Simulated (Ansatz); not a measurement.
Reflectivity of Mg3CuN (Pm-3m) at normal incidence (Ansatz, revPBE, independent particles, without spin-orbit coupling, line width 0.15 eV (Gaussian), carrier damping 0.1 eV):

| E (eV) | R (%) |
| --- | --- |
| 1.00 | 64.0 |
| 1.25 | 63.8 |
| 1.50 | 63.8 |
| 1.75 | 62.7 |
| 2.00 | 57.7 |
| 2.25 | 51.9 |
| 2.50 | 48.8 |
| 2.75 | 51.8 |
| 3.00 | 52.5 |
| 3.25 | 45.1 |
| 3.50 | 39.9 |
| 3.75 | 35.1 |
| 4.00 | 33.7 |
| 4.25 | 40.4 |
| 4.50 | 38.9 |
| 4.75 | 36.2 |
| 5.00 | 38.5 |

Q: What colour would a polished face show in daylight?

A: Light grey: CIE x = 0.325, y = 0.329, luminous reflectivity 53 % under D65, from the mean over the axes.

Note: cells built here by substitution need not match a known phase.
